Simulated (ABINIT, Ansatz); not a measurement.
# Quasiparticle gap of TiO2 (Rutile) in ABINIT, part 3 of 3

Aim: the G0W0 gap of TiO2 (Rutile) on PBE, step by step.

ABINIT 10.8.3; PBE and many-body steps on it, plane waves. Known limits of the many-body steps: not at the basis limit; coarse k mesh.

So far. Step 4 (Empty states on the mesh, 4×4×4 mesh, 199 bands): On this mesh the gap is 1.917 eV. Step 5 (Screening, 4×4×4 mesh, 191 bands, screening to 174.2 eV): Local fields lower ε∞ by 5 %. On a Γ-centred mesh this coarse the value itself is usually too large, while a short band sum pulls it down.

### 6. Self-energy, 4×4×4 mesh, 191 bands, screening to 174.2 eV

The self-energy is evaluated for the states that the input lists, and the levels follow from it, in one-shot runs by the linearised quasiparticle equation.

This step: G0W0 on PBE, plane waves, norm-conserving pseudopotentials.

run.abi reads:

```
acell 3*1.0 Angstrom
rprim 
  4.592200000000 0.000000000000 0.000000000000
  0.000000000000 4.592200000000 0.000000000000
  0.000000000000 0.000000000000 2.957400000000
ntypat 2
znucl 22 8
natom 6
typat 1 1 2 2 2 2
xred 
  0.000000000000 0.000000000000 0.000000000000
  0.500000000000 0.500000000000 0.500000000000
  0.304960000000 0.304960000000 0.000000000000
  0.195040000000 0.804960000000 0.500000000000
  0.695040000000 0.695040000000 0.000000000000
  0.804960000000 0.195040000000 0.500000000000
pp_dirpath "pseudos"
pseudos "Ti.upf, O.upf"
ecut 38
ngkpt 4 4 4
nshiftk 1
shiftk 0 0 0
kptopt 1
chksymbreak 0
istwfk *1
occopt 1
irdwfk 1
optdriver 4
nband 191
gwcalctyp 0
ecutsigx 38
symsigma 1
nkptgw 1
kptgw 
  0.0000000000 0.0000000000 0.0000000000
bdgw 
  22 26
ecuteps 6.4
irdscr 1
ppmodel 1
indata_prefix "in"
outdata_prefix "out"
tmpdata_prefix "tmp"
```

Run with:

```
$ OMP_NUM_THREADS=1 mpirun -n 8 abinit run.abi > log
```

Numbers of over 12 decimals in the logs are rounded to 6 here.

The program printed:

```text
.Version 10.8.3 of ABINIT. v10.8.2 released Aug 2026.

 Symmetries : space group P4_2/m n m (#136); Bravais tP (primitive tetrag.)
[... echo of the input left out ...]
== DATASET  1 ==================================================================
-   mpi_nproc: 8, omp_nthreads: 1 (-1 if OMP is not activated)

--- !DatasetInfo
iteration_state: {dtset: 1, }
dimensions: {natom: 6, nkpt: 18, mband: 191, nsppol: 1, nspinor: 1, nspden: 1, mpw: 4748, }
cutoff_energies: {ecut:  38.0, pawecutdg:  -1.0, }
electrons: {nelect:   4.80000000E+01, charge:   0.00000000E+00, occopt:   1.00000000E+00, tsmear:   1.00000000E-02, }

 SIGMA: Calculation of the GW corrections

 Based on a program developped by R.W. Godby, V. Olevano, G. Onida, and L. Reining.
 Incorporated in ABINIT by V. Olevano, G.-M. Rignanese, and M. Torrent.
.Using double precision arithmetic ; gwpc =  8

[... cell and pseudopotentials left out ...]
--------------------------------------------------------------------------------

 ==== K-mesh for the wavefunctions ====
 Number of points in the irreducible wedge :    18
[... list of points left out ...]
 Together with 16 symmetry operations and time-reversal symmetry
 yields    64 points in the full Brillouin Zone.

 ==== Q-mesh for screening function ====
 Number of points in the irreducible wedge :    18
[... list of points left out ...]
 Together with 16 symmetry operations and time-reversal symmetry
 yields    64 points in the full Brillouin Zone.

 vcoul_init : cutoff-mode = AUXILIARY_FUNCTION
 q-points for optical limit:   1
     1)      0.000010    0.000020    0.000030
 setmesh: FFT mesh size selected  =    50x   50x   32
          total number of points  =        80000

 Number of electrons calculated from density =   48.0000; Expected =   48.0000
 average of density, n =  0.114049
 r_s =    1.2792
 omega_plasma =   32.5763 [eV]

 === KS Band Gaps ===
  >>>> For spin  1
   Minimum direct gap =   1.9166 [eV], located at k-point      :   0.0000  0.0000  0.0000
   Fundamental gap    =   1.9166 [eV], Top of valence bands at :   0.0000  0.0000  0.0000
                                       Bottom of conduction at :   0.0000  0.0000  0.0000
 SIGMA fundamental parameters:
 PLASMON POLE MODEL  1
 number of plane-waves for SigmaX                 4679
 number of plane-waves for SigmaC and W            315
 number of plane-waves for wavefunctions          4679
 number of bands                                   191
 number of independent spin polarizations            1
 number of spinorial components                      1
 number of k-points in IBZ                          18
 number of q-points in IBZ                          18
 number of symmetry operations                      16
 number of k-points in BZ                           64
 number of q-points in BZ                           64
 number of frequencies for dSigma/dE                 9
 frequency step for dSigma/dE [eV]                0.25
 number of omega for Sigma on real axis              0
 max omega for Sigma on real axis  [eV]           0.00
 zcut for avoiding poles [eV]                     0.10

 EPSILON^-1 parameters (SCR file):
 dimension of the eps^-1 matrix on file            315
 dimension of the eps^-1 matrix used               315
 number of plane-waves for wavefunctions          4679
 number of bands                                   191
 number of q-points in IBZ                          18
 number of frequencies                               2
 number of real frequencies                          1
 number of imag frequencies                          1

 matrix elements of self-energy operator (all in [eV])

 Perturbative Calculation

--- !SelfEnergy_ee
iteration_state: {dtset: 1, }
kpoint     : [   0.000,    0.000,    0.000, ]
spin       : 1
KS_gap     :    1.917
QP_gap     :    3.343
Delta_QP_KS:    1.426
data: !SigmaeeData |
     Band     E0 <VxcDFT>   SigX SigC(E0)      Z dSigC/dE  Sig(E)    E-E0       E
       22   5.208 -20.672 -25.174   4.585   0.769  -0.300 -20.609   0.063   5.271
       23   5.208 -20.672 -25.174   4.585   0.769  -0.300 -20.609   0.063   5.271
       24   5.660 -20.448 -25.098   4.767   0.763  -0.311 -20.359   0.089   5.749
       25   7.576 -20.150 -12.063  -6.138   0.778  -0.286 -18.635   1.515   9.092
       26   7.879 -19.778 -12.069  -5.870   0.779  -0.284 -18.345   1.433   9.312

== END DATASET(S) ==============================================================
================================================================================

 -outvars: echo values of variables after computation  --------
           etotal      0.0000000000E+00
            nband         191
             nkpt          18
          spgroup         136
 [... the other variables as echoed above ...]

 Calculation completed.
```

Elapsed: 23 s, on 8 MPI ranks of Arm Neoverse N1, shared host; peak memory 3.2 GiB; 3 min of CPU time.

Numbers from this step:

```
G0W0 gap on the points computed              : 3.343 eV
starting gap on the mesh                     : 1.917 eV
k of the valence top                         : 0, 0, 0
k of the conduction bottom                   : 0, 0, 0
Z at the valence top                         : 0.763
Z at the conduction bottom                   : 0.778
least direct G0W0 gap on the computed points : 3.343 eV
```

The gap on the mesh goes from 1.92 eV to 3.34 eV, a correction of +1.43 eV.

Limits: finite bands, cutoff and mesh; coarse k mesh. v1 is the top filled band, c1 the lowest empty one. The levels before and after the correction (eV, zero at the valence-band top of each column):

```
           conduction bottom  valence top
Kohn-Sham               1.92         0.00
     G0W0               3.34         0.00
```

```
             level  energy (eV)
Kohn-Sham  Γ v3-v2       -0.452
Kohn-Sham     Γ v1        0.000
Kohn-Sham     Γ c1        1.917
Kohn-Sham     Γ c2        2.219
     G0W0  Γ v3-v2       -0.478
     G0W0     Γ v1        0.000
     G0W0     Γ c1        3.343
     G0W0     Γ c2        3.563
```

### 7. Where the time went

Times are wall times on 8 MPI ranks of Arm Neoverse N1, shared host, good to a factor of about two.

```
                          step     time  share  memory (GiB)
                  ground state     55 s    5 %          0.63
bands along the symmetry lines     76 s    7 %          0.66
      empty states on the mesh  6.1 min   35 %           9.9
                     screening  8.7 min   50 %           4.4
                   self-energy     23 s    2 %           3.2
```

### 8. Outcome

| Item | Value |
| --- | --- |
| PBE gap | 1.92 eV, direct |
| G0W0 gap on the mesh | 3.34 eV |
| GW settings | 4×4×4 mesh, 191 bands, screening to 174.2 eV, Godby-Needs plasmon pole |
| known limits | not at the basis limit; coarse k mesh |

**Reading.** G0W0 moves the gap on the mesh from 1.92 eV to 3.34 eV (+1.43 eV), with Z of 0.76 and 0.78 at the edges. Local fields lower the RPA ε∞ on this mesh from 8.97 to 8.54; a Γ-centred mesh this coarse tends to raise both, most where the direct gap is narrow, while a short band sum lowers them. Only 1 of the mesh's irreducible points was corrected, so a valley elsewhere could overtake. Against experiment, by G0W0@PBE: the direct gap of 3.34 eV lies +0.31 eV from the measured 3.03 eV (direct, 1.6 K, quoted 2020); the gap of 3.34 eV lies +0.25 eV from the measured 3.09 ± 0.06 eV (indirect, on SiO2 (quartz particles), 2024); the gap of 3.34 eV lies +0.31 eV from the measured 3.03 eV (kind not stated, quoted 2016); the gap of 3.34 eV lies +0.06 eV from the measured 3.28 eV (optical, 2023); the gap of 3.34 eV lies +0.29 eV from the measured 3.05 eV (kind not stated, quoted 2021). An exciton line or allowed optical edge lies below the quasiparticle gap by the binding energy; a forbidden edge can push the onset above it. The calculation has static nuclei and no excitons; a measured gap holds zero-point and thermal motion, which mostly lowers it. Bands and cutoff are finite, so the gap is not at the basis limit. The miss can reach some tenths of an eV and take either sign; the mesh is an error of its own. In the G0W0 run levels were corrected at 1 k point alone, so a gap called «on the mesh» is the least over those, and an edge elsewhere would be missed. The 4×4×4 mesh is coarse for this cell, which bears on the long-range parts of exchange and screening.

[Paths, hosts, dates, memory and timing lines, banners, echoed tables and standing remarks are left out of the program output.]

[Logs are printed without paths, hosts, clocks, repeated set-up lines and the standing remarks that a program may print on its own settings, such as how far it seeks lower states.]

[Runs of the session that timed out or met a known fault of the program may be left out.]

[No measured gap is set beside runs whose start may be inverted or whose files or cutoffs have a known fault.]

[Hosts, paths, dates, database ids (printed as entryN), source tags and the programs' standing remarks are cut or masked in the printed files.]

[G0W0 gaps are taken among the corrected bands and points alone; a level outside them can change the order at an edge.]

[Where Ansatz stands beside ABINIT at settings called matched, ABINIT's density can come from a denser mesh and the files from another edition; pairs whose starting gaps differed by over 0.03 eV were left out, so agreement reads better than it is.]
